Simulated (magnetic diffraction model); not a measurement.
# Li₂MnCl₅ below its ordering temperature

Space group P2_1/c (no. 14), a = 12.8300 Å, b = 6.5980 Å, c = 9.2680 Å, β = 109.03°.

```
site  atom       x       y       z
  4e    Mn  0.1481  0.2564  0.7877
  4e    Cl  0.0329  0.5786  0.8364
  4e    Cl  0.1426  0.4111  0.5311
  4e    Cl  0.2407  0.9250  0.7646
  4e    Cl  0.3024  0.4218  0.9163
  4e    Cl  0.4511  0.6439  0.6266
  4e    Li  0.2570  0.7389  0.5336
  4e    Li  0.5200  0.3044  0.6257
```

The compound is invented for this exercise: a known structure type with other elements, its cell scaled to their sizes and not relaxed.

Only Mn is taken to order (form factors of Mn3+); orders and moment sizes are assumed, and not adapted to the symmetry. Radiation: neutrons of λ = 1.909 Å, 5° to 30°; isotropic B of 0.3 Å² (Mn), 0.35 Å² (Cl) and 0.53 Å² (Li). Simulated constant-wavelength pattern: nuclear and magnetic terms add, the magnetic one as |2.695 fm × Σ f S⊥ exp(2πi Q·r) exp(−B s²)|², summed over all Q at one angle with the factor 1/(sin²θ cos θ). For collinear order S is the moment m, which repeats by lattice and centring translations R with the sign exp(−2πi k·R). Free-ion form factors, Sears's scattering lengths of 1992, no absorption; a label names one of the reflections at its angle. The strongest nuclear line in the range is 100, and lines under 0.2 are left out.

Above the ordering temperature:

```
2θ (°)     index      I
  9.03   (1 0 0)  100.0
 18.11   (2 0 0)    4.6
 20.87   (0 1 1)    1.6
 21.06  (1 1 -1)    2.7
 23.79  (1 0 -2)   15.2
 24.88  (2 1 -1)    0.6
 25.17   (0 0 2)    1.5
 25.81  (2 0 -2)    0.9
 27.31   (3 0 0)   21.6
 29.17  (1 1 -2)    3.6
 29.51   (1 0 2)   30.6
```

Below it (cell unchanged):

```
2θ (°)      I
  9.03  100.0
 12.51    2.2
 12.82   21.8
 16.64    0.3
 17.69   83.3
 18.11    4.6
 18.36   95.7
 18.96    0.3
 20.87  159.0
 21.06  100.0
 23.79   15.2
 24.38   20.2
 24.88    0.9
 25.17    1.5
 25.26   45.9
 25.81    0.9
 26.06   17.8
 27.31   21.6
 29.17    3.7
 29.51   30.6
```

**Question.** Find the propagation vector, then choose among these models:
A. collinear moments along [111], 3.52 μB on Mn; signs + at (0.1481, 0.2564, 0.7877), − at (0.1481, 0.2436, 0.2877), − at (0.8519, 0.7564, 0.7123), + at (0.8519, 0.7436, 0.2123)
B. collinear moments along [111], 3.52 μB on Mn; signs + at (0.1481, 0.2564, 0.7877), − at (0.1481, 0.2436, 0.2877), + at (0.8519, 0.7564, 0.7123), − at (0.8519, 0.7436, 0.2123)
C. collinear moments along [001], 3.52 μB on Mn; signs + at (0.1481, 0.2564, 0.7877), − at (0.1481, 0.2436, 0.2877), + at (0.8519, 0.7564, 0.7123), − at (0.8519, 0.7436, 0.2123)
D. collinear moments along [001], 3.52 μB on Mn; signs + at (0.1481, 0.2564, 0.7877), − at (0.1481, 0.2436, 0.2877), − at (0.8519, 0.7564, 0.7123), + at (0.8519, 0.7436, 0.2123)

No line moves, and magnetic intensity falls on nuclear lines such as the one at 20.87°; new lines at (0 0 1), (1 0 -1) and (0 1 0) have whole indices that obey the lattice centring, at places with no nuclear intensity to speak of, so the magnetic cell equals the chemical primitive cell: k = 0.

Magnetic intensity, observed (below minus above) and for each model:

| 2θ (°) | index | observed | A | B | C | D |
| --- | --- | --- | --- | --- | --- | --- |
| 12.51 | (0 0 1) | 2.2 | 13.4 | 229.4 | 37.8 | 2.2 |
| 12.82 | (1 0 -1) | 21.8 | 145.9 | 211.0 | 31.5 | 21.8 |
| 17.69 | (1 0 1) | 83.3 | 43.5 | 7.9 | 15.2 | 83.3 |
| 18.36 | (2 0 -1) | 95.7 | 136.9 | 0.4 | 0.3 | 95.7 |
| 20.87 | (0 1 1) | 157.5 | 173.0 | 10.1 | 9.2 | 157.5 |
| 21.06 | (1 1 -1) | 97.3 | 124.6 | 86.2 | 67.3 | 97.3 |
| 24.38 | (1 1 1) | 20.1 | 14.0 | 76.6 | 110.6 | 20.1 |
| 24.88 | (2 1 -1) | 0.4 | 0.4 | 133.4 | 125.8 | 0.4 |

Model D matches.

The structure used: k = (0 0 0), collinear moments along [001], 3.52 μB on Mn; signs + at (0.1481, 0.2564, 0.7877), − at (0.1481, 0.2436, 0.2877), − at (0.8519, 0.7564, 0.7123), + at (0.8519, 0.7436, 0.2123).

[Logs are printed without paths, hosts, clocks, repeated set-up lines and the standing remarks that a program may print on its own settings, such as how far it seeks lower states.]
